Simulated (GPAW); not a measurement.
# A Re chain with one bond drawn out by 0.6 Å: converging a transmission, part 2 of 2

Aim: the cheapest settings that leave the conductance of a Re chain with one bond drawn out by 0.6 Å unchanged.

GPAW 26.7.0; GPAW LCAO, PAW setups; Landauer transmission from Green's functions with principal layers (ASE), zero bias.

So far, transmission at the Fermi level (one spin): 3.22 in steps 2, 8, 10, 12 and 13.

## (16) Grid spacing: h = 0.14

run.py

```python
import json
import numpy as np
from ase import Atoms
from ase.transport.calculators import TransportCalculator
from gpaw import GPAW, FermiDirac
from gpaw.lcao.tools import get_lcao_hamiltonian
from scipy.linalg import eigh

# The junction with lead layers at both ends, along the third cell vector
device = Atoms(
    ['Re', 'Re', 'Re', 'Re', 'Re', 'Re', 'Re', 'Re', 'Re', 'Re', 'Re', 'Re', 'Re', 'Re'],
    positions=[
        [4.50000, 4.50000, 1.12500],
        [4.50000, 4.50000, 3.37500],
        [4.50000, 4.50000, 5.62500],
        [4.50000, 4.50000, 7.87500],
        [4.50000, 4.50000, 10.12500],
        [4.50000, 4.50000, 12.37500],
        [4.50000, 4.50000, 14.62500],
        [4.50000, 4.50000, 17.47500],
        [4.50000, 4.50000, 19.72500],
        [4.50000, 4.50000, 21.97500],
        [4.50000, 4.50000, 24.22500],
        [4.50000, 4.50000, 26.47500],
        [4.50000, 4.50000, 28.72500],
        [4.50000, 4.50000, 30.97500]],
    cell=[[9.0, 0.0, 0.0], [0.0, 9.0, 0.0], [0.0, 0.0, 32.1]],
    pbc=True)

# One principal layer of the lead: the first 5 atoms of the device
lead = Atoms(
    ['Re', 'Re', 'Re', 'Re', 'Re'],
    positions=[
        [4.50000, 4.50000, 1.12500],
        [4.50000, 4.50000, 3.37500],
        [4.50000, 4.50000, 5.62500],
        [4.50000, 4.50000, 7.87500],
        [4.50000, 4.50000, 10.12500]],
    cell=[[9.0, 0.0, 0.0], [0.0, 9.0, 0.0], [0.0, 0.0, 11.25]],
    pbc=True)

settings = dict(mode='lcao', basis='szp(dzp)', xc='LDA', h=0.14,
                occupations=FermiDirac(0.1), maxiter=250,
                mixer=dict(beta=0.1, nmaxold=8, weight=100.0),
                convergence=dict(density=0.0001))
energies = np.arange(-2, 2 + 1e-9, 0.05)
eta = 0.0001
n1, n2 = 1, 1
# k and -k transmit alike, so half of the mesh across the current serves
mesh = [(i, j) for i in range(n1) for j in range(n2) if (i, j) <= (-i % n1, -j % n2)]
weights = np.array([1 if (i, j) == (-i % n1, -j % n2) else 2 for i, j in mesh]) / (n1 * n2)

# [... helper functions left out ...]
fermi_lead = ground_state(lead, (1, 1, 10), 'lead.txt')
fermi_device = ground_state(device, (1, 1, 3), 'device.txt')
# [... loop over the mesh left out, but for ...]
        # Shift the lead onto the potential of the device's first layer
        shift = ((H[:, 0, 0] - H0[:, 0, 0]) / S0[0, 0]).real.mean()
# [...]
kT = 8.617333e-5 * 300
bias = [0.1, 0.2, 0.5, 1.0, 1.5, 2.0]
# [... integrals and printing left out ...]
```

On the command line:

```console
$ OMP_NUM_THREADS=1 OPENBLAS_NUM_THREADS=1 python run.py
```

Elapsed: 4.4 min, on 1 thread of Intel Xeon Platinum 8488C (Sapphire Rapids), shared host; peak memory 3.4 GiB.

One spin. The transmission, zone mean by energy, zero at the Fermi level:

| energy (eV) | transmission, zone mean |
| --- | --- |
| -2.00 | 1.59 |
| -1.90 | 1.65 |
| -1.80 | 1.71 |
| -1.70 | 1.77 |
| -1.55 | 1.85 |
| -1.45 | 1.89 |
| -1.35 | 1.94 |
| -1.25 | 1.99 |
| -1.15 | 2.04 |
| -1.05 | 2.18 |
| -0.90 | 2.41 |
| -0.80 | 2.50 |
| -0.70 | 2.58 |
| -0.60 | 2.63 |
| -0.50 | 2.67 |
| -0.40 | 2.74 |
| -0.25 | 2.91 |
| -0.15 | 3.04 |
| -0.05 | 3.17 |
| 0.00 | 3.22 |
| 0.05 | 3.28 |
| 0.15 | 3.38 |
| 0.25 | 3.41 |
| 0.40 | 3.26 |
| 0.50 | 3.09 |
| 0.60 | 2.94 |
| 0.70 | 2.82 |
| 0.80 | 2.72 |
| 0.90 | 2.61 |
| 1.05 | 2.46 |
| 1.15 | 2.44 |
| 1.25 | 2.44 |
| 1.35 | 2.44 |
| 1.45 | 2.44 |
| 1.55 | 2.43 |
| 1.70 | 2.36 |
| 1.80 | 2.25 |
| 1.90 | 2.16 |
| 2.00 | 1.86 |

The conductance equals that of the base run to 0.2 %.

## (17) Convergence in the grid spacing

This step: convergence of the conductance (GPAW 26.7.0).

The conductance stays at 3.22 G₀ for grid spacing from 0.14 to 0.3 Å.

## (18) Periods in a principal layer

A principal layer must be long enough that orbitals couple only to the neighbouring layers.

This step: GPAW LCAO, PAW setups; Landauer transmission from Green's functions with principal layers (ASE), zero bias (GPAW 26.7.0).

run.py: that of step 16 with these lines changed.

```diff
@@ -29,5 +29,5 @@
 
-# One principal layer of the lead: the first 5 atoms of the device
+# One principal layer of the lead: the first 3 atoms of the device
 lead = Atoms(
-    ['Re', 'Re', 'Re', 'Re', 'Re'],
+    ['Re', 'Re', 'Re'],
     positions=[
@@ -35,9 +35,7 @@
         [4.50000, 4.50000, 3.37500],
-        [4.50000, 4.50000, 5.62500],
-        [4.50000, 4.50000, 7.87500],
-        [4.50000, 4.50000, 10.12500]],
-    cell=[[9.0, 0.0, 0.0], [0.0, 9.0, 0.0], [0.0, 0.0, 11.25]],
+        [4.50000, 4.50000, 5.62500]],
+    cell=[[9.0, 0.0, 0.0], [0.0, 9.0, 0.0], [0.0, 0.0, 6.75]],
     pbc=True)
 
-settings = dict(mode='lcao', basis='szp(dzp)', xc='LDA', h=0.14,
+settings = dict(mode='lcao', basis='szp(dzp)', xc='LDA', h=0.2,
                 occupations=FermiDirac(0.1), maxiter=250,
@@ -53,3 +51,3 @@
 # [... helper functions left out ...]
-fermi_lead = ground_state(lead, (1, 1, 10), 'lead.txt')
+fermi_lead = ground_state(lead, (1, 1, 17), 'lead.txt')
 fermi_device = ground_state(device, (1, 1, 3), 'device.txt')
```

It took 79 s on 1 thread; peak memory 1.2 GiB.

Numbers from this step:

- conductance: 3.639 G₀
- largest coupling past the next principal layer: 0.05028 eV
- largest misfit of the first principal layer: 0.05518 eV
- shift that aligns the lead: 0.006415 eV
- basis functions of a principal layer: 45
- transmission at the Fermi level (one spin): 3.644

One spin. Table of transmission, zone mean by energy, zero at the Fermi level:

| energy (eV) | transmission, zone mean |
| --- | --- |
| -2.00 | 2.11 |
| -1.85 | 2.20 |
| -1.70 | 2.27 |
| -1.60 | 2.33 |
| -1.45 | 2.40 |
| -1.30 | 2.47 |
| -1.15 | 2.54 |
| -1.05 | 2.67 |
| -0.90 | 2.89 |
| -0.75 | 3.01 |
| -0.60 | 3.09 |
| -0.50 | 3.13 |
| -0.35 | 3.21 |
| -0.20 | 2.45 |
| -0.05 | 3.57 |
| 0.00 | 3.64 |
| 0.05 | 3.71 |
| 0.15 | 3.90 |
| 0.20 | 3.81 |
| 0.35 | 3.78 |
| 0.50 | 3.51 |
| 0.60 | 3.36 |
| 0.75 | 3.18 |
| 0.90 | 3.03 |
| 1.05 | 2.86 |
| 1.15 | 2.83 |
| 1.30 | 2.82 |
| 1.45 | 2.81 |
| 1.60 | 1.40 |
| 1.70 | 2.69 |
| 1.85 | 2.58 |
| 2.00 | 2.19 |

Not self-consistent under bias; the bias window is split evenly. Table of current through one cell, from the zero-bias transmission by bias:

| bias (V) | current through one cell, from the zero-bias transmission (mA) |
| --- | --- |
| 0.100 | 0.0282 |
| 0.200 | 0.0562 |
| 0.500 | 0.135 |
| 1.000 | 0.267 |
| 1.500 | 0.391 |
| 2.000 | 0.506 |

The conductance, 3.64 G₀, lies 13 % above that of the base run. Couplings past the next layer reach 0.050 eV, too large to drop without error; the matrix elements of the cell's first layer differ from the bulk lead's by up to 0.055 eV. That layer keeps its own values in the calculation, and only beyond it is the lead taken as perfect.

## (19) Varying the periods in a principal layer

run.py: that of step 18 with these lines changed.

```diff
@@ -29,5 +29,5 @@
 
-# One principal layer of the lead: the first 3 atoms of the device
+# One principal layer of the lead: the first 4 atoms of the device
 lead = Atoms(
-    ['Re', 'Re', 'Re'],
+    ['Re', 'Re', 'Re', 'Re'],
     positions=[
@@ -35,4 +35,5 @@
         [4.50000, 4.50000, 3.37500],
-        [4.50000, 4.50000, 5.62500]],
-    cell=[[9.0, 0.0, 0.0], [0.0, 9.0, 0.0], [0.0, 0.0, 6.75]],
+        [4.50000, 4.50000, 5.62500],
+        [4.50000, 4.50000, 7.87500]],
+    cell=[[9.0, 0.0, 0.0], [0.0, 9.0, 0.0], [0.0, 0.0, 9.0]],
     pbc=True)
@@ -51,3 +52,3 @@
 # [... helper functions left out ...]
-fermi_lead = ground_state(lead, (1, 1, 17), 'lead.txt')
+fermi_lead = ground_state(lead, (1, 1, 13), 'lead.txt')
 fermi_device = ground_state(device, (1, 1, 3), 'device.txt')
```

Wall time 79 s (1 thread); peak memory 1.2 GiB.

Numbers from this step:

| Item | Value |
| --- | --- |
| conductance | 3.218 G₀ |
| thermopower | -2.527 μV/K |
| largest coupling past the next principal layer | 0.001073 eV |
| largest misfit of the first principal layer | 0.07811 eV |
| shift that aligns the lead | 0.009920 eV |
| basis functions of a principal layer | 60 |
| transmission at the Fermi level (one spin) | 3.219 |

One spin. Table of transmission, zone mean by energy, zero at the Fermi level:

| energy (eV) | transmission, zone mean |
| --- | --- |
| -2.000 | 1.59 |
| -1.800 | 1.71 |
| -1.600 | 1.82 |
| -1.400 | 1.92 |
| -1.200 | 2.02 |
| -1.000 | 2.27 |
| -0.800 | 2.50 |
| -0.600 | 2.63 |
| -0.400 | 2.74 |
| -0.200 | 2.98 |
| 0.000 | 3.22 |
| 0.200 | 3.40 |
| 0.250 | 3.41 |
| 0.400 | 3.26 |
| 0.600 | 2.94 |
| 0.800 | 2.72 |
| 1.000 | 2.51 |
| 1.200 | 2.44 |
| 1.400 | 2.44 |
| 1.600 | 2.41 |
| 1.800 | 2.24 |
| 2.000 | 1.86 |

Not self-consistent under bias; the bias window is split evenly. The current through one cell, from the zero-bias transmission by bias:

| bias (V) | current through one cell, from the zero-bias transmission (μA) |
| --- | --- |
| 0.100 | 24.9 |
| 0.200 | 49.8 |
| 0.500 | 124 |
| 1.000 | 241 |
| 1.500 | 348 |
| 2.000 | 447 |

The conductance equals that of the base run to 0.2 %. Couplings past the next layer reach 0.0011 eV, small enough to drop; the matrix elements of the cell's first layer differ from the bulk lead's by up to 0.078 eV. That layer keeps its own values in the calculation, and only beyond it is the lead taken as perfect.

## (20) Varying the periods in a principal layer

run.py: that of step 19 with these lines changed.

```diff
@@ -29,5 +29,5 @@
 
-# One principal layer of the lead: the first 4 atoms of the device
+# One principal layer of the lead: the first 6 atoms of the device
 lead = Atoms(
-    ['Re', 'Re', 'Re', 'Re'],
+    ['Re', 'Re', 'Re', 'Re', 'Re', 'Re'],
     positions=[
@@ -36,4 +36,6 @@
         [4.50000, 4.50000, 5.62500],
-        [4.50000, 4.50000, 7.87500]],
-    cell=[[9.0, 0.0, 0.0], [0.0, 9.0, 0.0], [0.0, 0.0, 9.0]],
+        [4.50000, 4.50000, 7.87500],
+        [4.50000, 4.50000, 10.12500],
+        [4.50000, 4.50000, 12.37500]],
+    cell=[[9.0, 0.0, 0.0], [0.0, 9.0, 0.0], [0.0, 0.0, 13.5]],
     pbc=True)
@@ -52,3 +54,3 @@
 # [... helper functions left out ...]
-fermi_lead = ground_state(lead, (1, 1, 13), 'lead.txt')
+fermi_lead = ground_state(lead, (1, 1, 9), 'lead.txt')
 fermi_device = ground_state(device, (1, 1, 3), 'device.txt')
```

Elapsed: 87 s, on 1 thread; peak memory 1.3 GiB.

The conductance equals that of the base run to 0.2 %. Couplings past the next layer reach 5.6e-15 eV, small enough to drop; the matrix elements of the cell's first layer differ from the bulk lead's by up to 0.34 eV. That layer keeps its own values in the calculation, and only beyond it is the lead taken as perfect.

## (21) Convergence in the periods in a principal layer

This step: convergence of the conductance (GPAW 26.7.0).

The conductance by periods in a principal layer:

| periods in a principal layer | conductance (G₀) |
| --- | --- |
| 3.00 | 3.64 |
| 4.00 | 3.22 |
| 5.00 | 3.22 |
| 6.00 | 3.22 |

## (22) What came out

```json
{"conductance at the base settings": "3.22 G₀", "range over the k-points along the junction cell (1 to 6)": "3.22 to 3.23 G₀", "range over the energy step (0.0125 to 0.2 eV)": "3.21 to 3.22 G₀", "range over the grid spacing (0.14 to 0.3 Å)": "3.22 to 3.22 G₀", "range over the periods in a principal layer (3 to 6)": "3.22 to 3.64 G₀"}
```

**Reading.** At the base settings the conductance, averaged at 300 K, is 3.22 G₀. In the k-points along the junction cell, no value tried moves the conductance by 3 %. In the energy step, no value tried moves the conductance by 3 %. In the grid spacing, no value tried moves the conductance by 3 %. In the periods in a principal layer, 4 already gives the conductance within 3 % of the finest value tried; currents at finite bias may need more. Over the ranges tried, the periods in a principal layer moves it most, counted as a ratio. The geometry was built from estimated bond lengths and not relaxed, so the numbers describe this model structure. The run had no spin polarisation, so a magnetic state, which chains and small molecules with open shells often have, wasn't tested. Spin-orbit coupling is left out, which matters for the heavy atoms here. An evenly spaced straight chain is an idealisation: free chains tend to dimerise, zigzag or, where a band edge lies near the Fermi level, turn magnetic. The currents use the zero-bias T(E) throughout, which holds only while the bias is small against the distance to the nearest feature.

[Logs are printed without paths, hosts, clocks, repeated set-up lines and the standing remarks that a program may print on its own settings, such as how far it seeks lower states.]

[Hosts, paths, dates, database ids (printed as entryN), source tags and the programs' standing remarks are cut or masked in the printed files.]
